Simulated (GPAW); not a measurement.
## VSi2P4 monolayer: work function by functional and basis

Wanted: work functions and dipole of VSi2P4 monolayer, with the cost of each level.

Method: GPAW, PAW setups; layer in a repeated cell with vacuum, relaxation of atoms and in-plane cell, in the first sound run; inputs show where later runs differ, in GPAW 26.7.0.

## (1) The structure

The cell holds 7 atoms: 4 P, 2 Si and 1 V. Its edges and angles: a = 3.480 Å, b = 3.480 Å, c = 22.232 Å, α = 90.0°, β = 90.0°, γ = 120.0°. Vacuum lies along c.

## (2) Relaxation

Forces are removed first; all later runs use this geometry.

Contents of run.py:

```python
import json
import numpy as np
from ase import Atoms
from ase.filters import FrechetCellFilter
from ase.optimize import BFGS
from gpaw import GPAW, PW

slab = Atoms(
    ['P', 'Si', 'P', 'V', 'P', 'Si', 'P'],
    positions=[
        [0.00000, 0.00000, 7.00000],
        [-0.00000, 2.00918, 7.64444],
        [-0.00000, 2.00918, 9.75444],
        [0.00000, 0.00000, 11.11588],
        [-0.00000, 2.00918, 12.47733],
        [-0.00000, 2.00918, 14.58733],
        [0.00000, 0.00000, 15.23176]],
    cell=[[3.48, 0.0, 0.0], [-1.74, 3.01377, 0.0], [0.0, 0.0, 22.2318]],
    pbc=[True, True, True],
    magmoms=[0.0, 0.0, 0.0, 1.0, 0.0, 0.0, 0.0])

slab.calc = GPAW(mode=PW(600), xc='PBE', kpts={'size': (9, 9, 1), 'gamma': True},
                 occupations={'name': 'fermi-dirac', 'width': 0.05}, nbands='200%',
                 convergence={'density': 1e-05}, maxiter=200,
                 symmetry={'tolerance': 1e-3}, txt='slab.txt')
result = {}
# The in-plane cell is free; stress needs a cell that repeats along all three vectors
path = []
opt = BFGS(FrechetCellFilter(slab, mask=[1, 1, 0, 0, 0, 1]), maxstep=0.2)
opt.attach(lambda: path.append((slab.get_potential_energy(), slab.positions.tolist(), slab.get_forces().tolist())))
result['relaxed'] = bool(opt.run(fmax=0.02, steps=45))
result['path'] = path
result['cell'] = slab.cell.tolist()
print('in-plane lattice', slab.cell.cellpar().round(4)[[0, 1, 5]])
energy = slab.get_potential_energy()
fermi = slab.calc.get_fermi_level()
v = slab.calc.get_electrostatic_potential().mean((0, 1)) - fermi
n = slab.calc.get_pseudo_density().mean((0, 1))
L = slab.cell[2, 2]
z = np.arange(len(v)) * L / len(v)
low, high = slab.positions[:, 2].min(), slab.positions[:, 2].max()
below, above = np.interp([low - 4.8, high + 4.8], z, v)
slopes = [np.interp(x, z, np.gradient(v, z)) for x in (low - 4.8, high + 4.8)]
eps = np.array([[slab.calc.get_eigenvalues(k, s) for k in range(len(slab.calc.get_ibz_k_points()))]
                for s in range(slab.calc.get_number_of_spins())]) - fermi
top, bottom = eps[eps < 0].max(), eps[eps > 0].min()
dipole = slab.get_dipole_moment()[2]
print(f'energy {energy:.4f} eV, Fermi level {fermi:.4f} eV, dipole {dipole:.5f} e A')
print(f'potential 4.8 A off the faces, from the Fermi level: lower {below:.4f} eV, upper {above:.4f} eV')
print(f'slope of the potential there: lower {slopes[0]:.5f}, upper {slopes[1]:.5f} eV/A')
print(f'nearest levels on the mesh: {top:.4f} and {bottom:.4f} eV')
print('magnetic moment', round(slab.get_magnetic_moment(), 3))
result.update(energy=energy, fermi=fermi, dipole=dipole, below=below, above=above, slopes=slopes, edges=[top, bottom],
              z=z.tolist(), v=v.tolist(), n=n.tolist(), positions=slab.positions.tolist(),
              forces=slab.get_forces(apply_constraint=False).tolist(), moments=slab.get_magnetic_moments().tolist())
json.dump(result, open('result.json', 'w'))
```

Launch:

```bash
> OMP_NUM_THREADS=1 OPENBLAS_NUM_THREADS=1 python run.py
```

Output:

```text
Step          Energy          fmax
BFGS:    0      -40.685445        3.697826
BFGS:    1      -41.259194        3.188210
BFGS:    2      -42.234893        0.818437
BFGS:    3      -42.275988        0.824737
BFGS:    4      -42.567253        0.357894
BFGS:    5      -42.593535        0.376344
BFGS:    6      -42.601148        0.364103
BFGS:    7      -42.610590        0.321640
BFGS:    8      -42.627470        0.245954
BFGS:    9      -42.642393        0.193356
BFGS:   10      -42.648623        0.079299
BFGS:   11      -42.649514        0.025652
BFGS:   12      -42.649577        0.009927
in-plane lattice [  3.4835   3.4835 120.    ]
energy -42.6453 eV, Fermi level 0.8702 eV, dipole -0.00061 e A
potential 4.8 A off the faces, from the Fermi level: lower 5.4262 eV, upper 5.4277 eV
slope of the potential there: lower -0.00052, upper -0.00041 eV/A
nearest levels on the mesh: -0.0295 and 0.0023 eV
magnetic moment 0.889
```

Elapsed: 33 min, on 1 thread of Arm Neoverse V2, shared host; peak memory 0.64 GiB.

Numbers from this step:

| Property | Result |
| --- | --- |
| dipole along the normal | -6.08e-4 e·Å |
| levels nearest the Fermi level on the mesh | -0.02948, 0.002349 eV from the Fermi level |
| site moments | 0.001219, 0.008492, -0.03339, 0.7789, -0.03339, 0.008492, 0.001219 μB |
| sum of the site moments | 0.7315 μB |

The electrostatic potential energy of an electron (without an applied field's), less the Fermi level, planar mean oscillates, so the rows of the table below give means over windows of 1.68 Å about each position, cut where the curve ends. Its maxima inside the range that stand out by 2 % of the span (Å: eV): 7.0: -10.8, 8.6: 1.85, 10.4: -5.37, 11.8: -5.37, 13.6: 1.85, 15.3: -10.8. Its minima: 6.5: -14.5, 7.4: -12.6, 9.8: -12.5, 11.1: -12.0, 12.4: -12.5, 14.8: -12.6, 15.7: -14.5.

Electrostatic potential energy of an electron (without an applied field's), less the Fermi level, planar mean against z; means over each step:

| z (Å) | electrostatic potential energy of an electron (without an applied field's), less the Fermi level, planar mean (eV) |
| --- | --- |
| 0.84 | 5.43 |
| 2.52 | 5.42 |
| 4.20 | 5.27 |
| 5.88 | -4.09 |
| 7.56 | -8.41 |
| 9.24 | -4.49 |
| 10.92 | -8.29 |
| 12.60 | -6.36 |
| 14.28 | -5.38 |
| 15.96 | -7.69 |
| 17.64 | 4.95 |
| 19.32 | 5.42 |
| 21.00 | 5.43 |

Table of pseudo valence density, planar mean by z:

z (Å), pseudo valence density, planar mean (e/Å³) and a bar:
```
      3.0       0.00 
      3.5       0.00 
      4.0       0.00 
      4.5       0.01 
      5.0       0.03 #
      5.5       0.12 ###
      6.0       0.26 ######
      6.5       0.32 #######
      7.0       0.41 #########
      7.5       0.25 ######
      8.0       0.18 ####
      8.5       0.15 ###
      9.0       0.20 #####
      9.5       0.27 ######
     10.0       0.34 ########
     10.5       0.46 ###########
     11.0       1.31 ##############################
     11.5       0.76 #################
     12.0       0.38 #########
     12.5       0.28 ######
     13.0       0.24 ######
     13.5       0.16 ####
     14.0       0.16 ####
     14.5       0.21 #####
     15.0       0.35 ########
     15.5       0.39 #########
     16.0       0.29 #######
     16.5       0.19 ####
     17.0       0.06 #
     17.5       0.01 
     18.0       0.00 
     18.5       0.00 
     19.0       0.00 
     19.5       0.00
```

Site moment by atom:

| atom | site moment (μB) |
| --- | --- |
| P1 | 0.001 |
| Si2 | 0.008 |
| P3 | -0.033 |
| V4 | 0.779 |
| P5 | -0.033 |
| Si6 | 0.008 |
| P7 | 0.001 |

The relaxation lowered the energy of the cell by 1.96 eV (energies extrapolated to zero smearing; the optimiser's log prints free energies). The largest force left on a free atom is 0.0099 eV/Å.

## (3) The slab's potential

With the geometry fixed, the planar mean of the potential gives the vacuum level on each side.

This step: GPAW, PAW setups; slab in vacuum (GPAW 26.7.0).

The cell differs from the one that the last finished run ended in (c 22.232 → 23.328 Å).

Changes to run.py since step 2:

```diff
@@ -3,4 +3,2 @@
 from ase import Atoms
-from ase.filters import FrechetCellFilter
-from ase.optimize import BFGS
 from gpaw import GPAW, PW
@@ -11,25 +9,18 @@
         [0.00000, 0.00000, 7.00000],
-        [-0.00000, 2.00918, 7.64444],
-        [-0.00000, 2.00918, 9.75444],
-        [0.00000, 0.00000, 11.11588],
-        [-0.00000, 2.00918, 12.47733],
-        [-0.00000, 2.00918, 14.58733],
-        [0.00000, 0.00000, 15.23176]],
-    cell=[[3.48, 0.0, 0.0], [-1.74, 3.01377, 0.0], [0.0, 0.0, 22.2318]],
-    pbc=[True, True, True],
+        [-0.00000, 2.01121, 8.03097],
+        [-0.00000, 2.01121, 10.29963],
+        [-0.00000, -0.00000, 11.66375],
+        [-0.00000, 2.01121, 13.02788],
+        [-0.00000, 2.01121, 15.29655],
+        [0.00000, -0.00000, 16.32750]],
+    cell=[[3.48352, 0.0, 0.0], [-1.74176, 3.01682, 0.0], [0.0, 0.0, 23.3275]],
+    pbc=[True, True, False],
     magmoms=[0.0, 0.0, 0.0, 1.0, 0.0, 0.0, 0.0])
 
-slab.calc = GPAW(mode=PW(600), xc='PBE', kpts={'size': (9, 9, 1), 'gamma': True},
+slab.calc = GPAW(mode=PW(400), xc='PBE', kpts={'size': (9, 9, 1), 'gamma': True},
                  occupations={'name': 'fermi-dirac', 'width': 0.05}, nbands='200%',
                  convergence={'density': 1e-05}, maxiter=200,
+                 poissonsolver={'dipolelayer': 'xy'},
                  symmetry={'tolerance': 1e-3}, txt='slab.txt')
 result = {}
-# The in-plane cell is free; stress needs a cell that repeats along all three vectors
-path = []
-opt = BFGS(FrechetCellFilter(slab, mask=[1, 1, 0, 0, 0, 1]), maxstep=0.2)
-opt.attach(lambda: path.append((slab.get_potential_energy(), slab.positions.tolist(), slab.get_forces().tolist())))
-result['relaxed'] = bool(opt.run(fmax=0.02, steps=45))
-result['path'] = path
-result['cell'] = slab.cell.tolist()
-print('in-plane lattice', slab.cell.cellpar().round(4)[[0, 1, 5]])
 energy = slab.get_potential_energy()
```

Output:

```text
energy -42.6227 eV, Fermi level 0.5746 eV, dipole 0.00013 e A
potential 4.8 A off the faces, from the Fermi level: lower 5.4283 eV, upper 5.4259 eV
slope of the potential there: lower -0.00005, upper 0.00005 eV/A
nearest levels on the mesh: -0.0290 and 0.0028 eV
magnetic moment 0.888
```

It took 2.4 min on 1 thread; peak memory 0.31 GiB.

Numbers from this step:

- dipole along the normal: 1.34e-4 e·Å
- levels nearest the Fermi level on the mesh: -0.02895, 0.002822 eV from the Fermi level
- upper work function: 5.426 eV
- lower work function: 5.428 eV
- site moments: 0.001226, 0.008484, -0.03334, 0.7773, -0.03334, 0.008484, 0.001226 μB
- sum of the site moments: 0.7301 μB

The electrostatic potential energy of an electron (without an applied field's), less the Fermi level, planar mean oscillates, so the rows of the table below give means over windows of 1 Å about each position, cut where the curve ends. Its maxima inside the range that stand out by 2 % of the span (Å: eV): 7.6: -10.8, 9.2: 1.84, 11.0: -5.45, 12.3: -5.45, 14.1: 1.83, 15.8: -10.8. Its minima: 7.0: -14.4, 8.0: -12.6, 10.4: -12.4, 11.7: -12.0, 13.0: -12.4, 15.3: -12.6, 16.3: -14.5.

The electrostatic potential energy of an electron (without an applied field's), less the Fermi level, planar mean by z; means over each step:

z (Å), electrostatic potential energy of an electron (without an applied field's), less the Fermi level, planar mean (eV) and a bar from the least value:
```
        0        5.4 ##############################
        1        5.4 ##############################
        2        5.4 ##############################
        3        5.4 ##############################
        4        5.4 ##############################
        5        5.2 ##############################
        6        2.1 ########################
        7      -11.3 ##
        8      -10.6 ###
        9        0.0 #####################
       10       -7.1 #########
       11       -7.6 ########
       12       -8.7 ######
       13       -9.3 #####
       14        0.4 #####################
       15       -7.7 ########
       16      -12.4 
       17       -1.9 ##################
       18        4.9 #############################
       19        5.4 ##############################
       20        5.4 ##############################
       21        5.4 ##############################
       22        5.4 ##############################
       23        5.4 ##############################
```

Pseudo valence density, planar mean against z:

| z (Å) | pseudo valence density, planar mean (e/Å³) |
| --- | --- |
| 3 | 1.8e-5 |
| 4 | 3.5e-4 |
| 5 | 0.00648 |
| 6 | 0.105 |
| 7 | 0.313 |
| 8 | 0.261 |
| 9 | 0.151 |
| 10 | 0.265 |
| 11 | 0.424 |
| 12 | 0.869 |
| 13 | 0.288 |
| 14 | 0.166 |
| 15 | 0.201 |
| 16 | 0.408 |
| 17 | 0.202 |
| 18 | 0.0171 |
| 19 | 8.8e-4 |
| 20 | 5.0e-5 |

The potential is flat to 4.9e-5 eV/Å where it is read, so the vacuum is wide enough.

## (4) Self-consistent run: xc = "RPBE"

The same geometry under RPBE, to see how far the functional moves the levels against the vacuum.

Changes to run.py since step 3:

```diff
@@ -19,3 +19,3 @@
 
-slab.calc = GPAW(mode=PW(400), xc='PBE', kpts={'size': (9, 9, 1), 'gamma': True},
+slab.calc = GPAW(mode=PW(400), xc='RPBE', kpts={'size': (9, 9, 1), 'gamma': True},
                  occupations={'name': 'fermi-dirac', 'width': 0.05}, nbands='200%',
```

Output:

```text
energy -40.2642 eV, Fermi level 0.6725 eV, dipole 0.00013 e A
potential 4.8 A off the faces, from the Fermi level: lower 5.3392 eV, upper 5.3368 eV
slope of the potential there: lower -0.00006, upper 0.00006 eV/A
nearest levels on the mesh: -0.0375 and 0.0095 eV
magnetic moment 0.932
```

Run time: 2.4 min. Hardware: 1 thread; peak memory 0.31 GiB.

Numbers from this step:

```
levels nearest the Fermi level on the mesh : -0.03753, 0.009481 eV from the Fermi level
upper work function                        : 5.337 eV
lower work function                        : 5.339 eV
site moments                               : 0.001143, 0.009216, -0.03942, 0.8278, -0.03942, 0.009216, 0.001143 μB
sum of the site moments                    : 0.7697 μB
```

Table of electrostatic potential energy of an electron (without an applied field's), less the Fermi level, planar mean by z:

| z (Å) | electrostatic potential energy of an electron (without an applied field's), less the Fermi level, planar mean (eV) |
| --- | --- |
| 0.0 | 5.34 |
| 0.5 | 5.34 |
| 1.0 | 5.34 |
| 1.5 | 5.34 |
| 2.0 | 5.34 |
| 2.5 | 5.34 |
| 3.0 | 5.34 |
| 3.5 | 5.34 |
| 4.0 | 5.33 |
| 4.5 | 5.31 |
| 5.0 | 5.20 |
| 5.5 | 4.76 |
| 6.0 | 2.88 |
| 6.5 | -3.97 |
| 7.0 | -14.4 |
| 7.5 | -11.1 |
| 8.0 | -12.7 |
| 8.5 | -5.31 |
| 9.0 | 1.06 |
| 9.5 | 0.569 |
| 10.0 | -8.10 |
| 10.5 | -10.9 |
| 11.0 | -5.58 |
| 11.5 | -11.1 |
| 12.0 | -8.83 |
| 12.5 | -6.15 |
| 13.0 | -12.5 |
| 13.5 | -4.23 |
| 14.0 | 1.54 |
| 14.5 | -0.365 |
| 15.0 | -8.70 |
| 15.5 | -12.2 |
| 16.0 | -12.3 |
| 16.5 | -11.9 |
| 17.0 | -0.709 |
| 17.5 | 3.85 |
| 18.0 | 4.98 |
| 18.5 | 5.25 |
| 19.0 | 5.32 |
| 19.5 | 5.33 |
| 20.0 | 5.34 |
| 20.5 | 5.34 |
| 21.0 | 5.34 |
| 21.5 | 5.34 |
| 22.0 | 5.34 |
| 22.5 | 5.34 |
| 23.0 | 5.34 |

Pseudo valence density, planar mean against z:

z (Å), pseudo valence density, planar mean (e/Å³) and a bar from the least value:
```
     0.00       0.00 
     0.65       0.00 
     1.30       0.00 
     1.94       0.00 
     2.59       0.00 
     3.02       0.00 
     3.67       0.00 
     4.32       0.00 
     4.97       0.01 
     5.62       0.04 #
     6.26       0.18 #####
     6.91       0.29 ########
     7.56       0.42 ###########
     8.21       0.21 ######
     8.64       0.17 ####
     9.29       0.16 ####
     9.94       0.26 #######
    10.58       0.35 #########
    11.23       0.65 #################
    11.88       1.14 ##############################
    12.53       0.38 ##########
    13.18       0.27 #######
    13.82       0.19 #####
    14.47       0.15 ####
    14.90       0.19 #####
    15.55       0.35 #########
    16.20       0.35 #########
    16.85       0.25 #######
    17.50       0.07 ##
    18.14       0.01 
    18.79       0.00 
    19.44       0.00 
    20.09       0.00 
    20.52       0.00 
    21.17       0.00 
    21.82       0.00 
    22.46       0.00 
    23.11       0.00
```

Force by atom:

| atom | x (eV/Å) | y (eV/Å) | z (eV/Å) | size |
| --- | --- | --- | --- | --- |
| P1 | 0.000 | 0.000 | -0.110 | 0.110 |
| Si2 | 0.000 | 0.000 | -0.005 | 0.005 |
| P3 | 0.000 | 0.000 | -0.104 | 0.104 |
| V4 | 0.000 | 0.000 | 0.000 | 0.000 |
| P5 | 0.000 | 0.000 | 0.104 | 0.104 |
| Si6 | 0.000 | 0.000 | 0.005 | 0.005 |
| P7 | 0.000 | 0.000 | 0.110 | 0.110 |

The upper face's work function is 5.337 eV, against 5.426 eV in the first plane-wave PBE run at this geometry.

## (5) Self-consistent run: xc = "revPBE"

The same geometry under revPBE, to see how far the functional moves the levels against the vacuum.

Changes to run.py since step 4:

```diff
@@ -19,3 +19,3 @@
 
-slab.calc = GPAW(mode=PW(400), xc='RPBE', kpts={'size': (9, 9, 1), 'gamma': True},
+slab.calc = GPAW(mode=PW(400), xc='revPBE', kpts={'size': (9, 9, 1), 'gamma': True},
                  occupations={'name': 'fermi-dirac', 'width': 0.05}, nbands='200%',
```

Output:

```text
energy -40.5950 eV, Fermi level 0.6581 eV, dipole 0.00013 e A
potential 4.8 A off the faces, from the Fermi level: lower 5.3389 eV, upper 5.3365 eV
slope of the potential there: lower -0.00006, upper 0.00006 eV/A
nearest levels on the mesh: -0.0011 and 0.0189 eV
magnetic moment 0.921
```

It took 2.4 min on 1 thread; peak memory 0.31 GiB.

This step gave:

```yaml
levels_nearest_the_fermi_level_on_the_mesh: -0.001103, 0.01895 eV from the Fermi level
upper_work_function: 5.336 eV
site_moments: 0.001160, 0.009038, -0.03787, 0.8153, -0.03787, 0.009038, 0.001160 μB
sum_of_the_site_moments: 0.7599 μB
```

The upper face's work function is 5.336 eV, against 5.426 eV in the first plane-wave PBE run at this geometry.

## (6) Self-consistent run: xc = "vdW-DF2"

The same geometry under vdW-DF2, to see how far the functional moves the levels against the vacuum (the van der Waals functionals take revPBE setups).

Changes to run.py since step 5:

```diff
@@ -19,3 +19,3 @@
 
-slab.calc = GPAW(mode=PW(400), xc='revPBE', kpts={'size': (9, 9, 1), 'gamma': True},
+slab.calc = GPAW(mode=PW(400), xc='vdW-DF2', kpts={'size': (9, 9, 1), 'gamma': True},
                  occupations={'name': 'fermi-dirac', 'width': 0.05}, nbands='200%',
```

Output:

```text
energy -233.4364 eV, Fermi level 0.4731 eV, dipole 0.00013 e A
potential 4.8 A off the faces, from the Fermi level: lower 5.7210 eV, upper 5.7185 eV
slope of the potential there: lower -0.00018, upper 0.00018 eV/A
nearest levels on the mesh: -0.0194 and 0.0308 eV
magnetic moment 0.944
```

It took 2.6 min on 1 thread; peak memory 0.5 GiB.

This step gave:

```yaml
levels_nearest_the_fermi_level_on_the_mesh: -0.01937, 0.03084 eV from the Fermi level
upper_work_function: 5.719 eV
lower_work_function: 5.721 eV
site_moments: 0.002196, 0.009410, -0.03228, 0.8182, -0.03228, 0.009410, 0.002196 μB
sum_of_the_site_moments: 0.7768 μB
```

The upper face's work function is 5.719 eV, against 5.426 eV in the first plane-wave PBE run at this geometry.

## (7) OptPBE vdW: xc = "optPBE-vdW"

The same geometry under optPBE-vdW, to see how far the functional moves the levels against the vacuum (the van der Waals functionals take revPBE setups).

Changes to run.py since step 6:

```diff
@@ -19,3 +19,3 @@
 
-slab.calc = GPAW(mode=PW(400), xc='vdW-DF2', kpts={'size': (9, 9, 1), 'gamma': True},
+slab.calc = GPAW(mode=PW(400), xc='optPBE-vdW', kpts={'size': (9, 9, 1), 'gamma': True},
                  occupations={'name': 'fermi-dirac', 'width': 0.05}, nbands='200%',
```

Output:

```text
energy -82.6653 eV, Fermi level 0.4905 eV, dipole 0.00013 e A
potential 4.8 A off the faces, from the Fermi level: lower 5.6175 eV, upper 5.6151 eV
slope of the potential there: lower -0.00010, upper 0.00010 eV/A
nearest levels on the mesh: -0.0025 and 0.0174 eV
magnetic moment 0.897
```

Run time: 2.6 min. Hardware: 1 thread; peak memory 0.49 GiB.

This step gave:

```
levels nearest the Fermi level on the mesh : -0.002541, 0.01735 eV from the Fermi level
upper work function                        : 5.615 eV
lower work function                        : 5.618 eV
site moments                               : 0.001153, 0.008322, -0.03342, 0.7907, -0.03342, 0.008322, 0.001153 μB
sum of the site moments                    : 0.7428 μB
```

The upper face's work function is 5.615 eV, against 5.426 eV in the first plane-wave PBE run at this geometry.

## (8) Self-consistent run: xc = "LDA"

The same geometry under LDA, to see how far the functional moves the levels against the vacuum.

Changes to run.py since step 7:

```diff
@@ -19,3 +19,3 @@
 
-slab.calc = GPAW(mode=PW(400), xc='optPBE-vdW', kpts={'size': (9, 9, 1), 'gamma': True},
+slab.calc = GPAW(mode=PW(400), xc='LDA', kpts={'size': (9, 9, 1), 'gamma': True},
                  occupations={'name': 'fermi-dirac', 'width': 0.05}, nbands='200%',
```

Output:

```text
energy -47.1201 eV, Fermi level 0.3087 eV, dipole 0.00013 e A
potential 4.8 A off the faces, from the Fermi level: lower 5.6708 eV, upper 5.6684 eV
slope of the potential there: lower -0.00003, upper 0.00003 eV/A
nearest levels on the mesh: -0.0176 and 0.0019 eV
magnetic moment 0.273
```

The job ended after 3.2 min (1 thread; peak memory 0.29 GiB).

Numbers from this step:

- levels nearest the Fermi level on the mesh: -0.01763, 0.001869 eV from the Fermi level
- upper work function: 5.668 eV
- lower work function: 5.671 eV
- site moments: -6.62e-5, 0.002095, -0.007631, 0.2354, -0.007631, 0.002095, -6.62e-5 μB
- sum of the site moments: 0.2242 μB

The upper face's work function is 5.668 eV, against 5.426 eV in the first plane-wave PBE run at this geometry.

[end of part 1 of 2]

[Logs are printed without paths, hosts, clocks, repeated set-up lines and the standing remarks that a program may print on its own settings, such as how far it seeks lower states.]

[Hosts, paths, dates, database ids (printed as entryN), source tags and the programs' standing remarks are cut or masked in the printed files.]
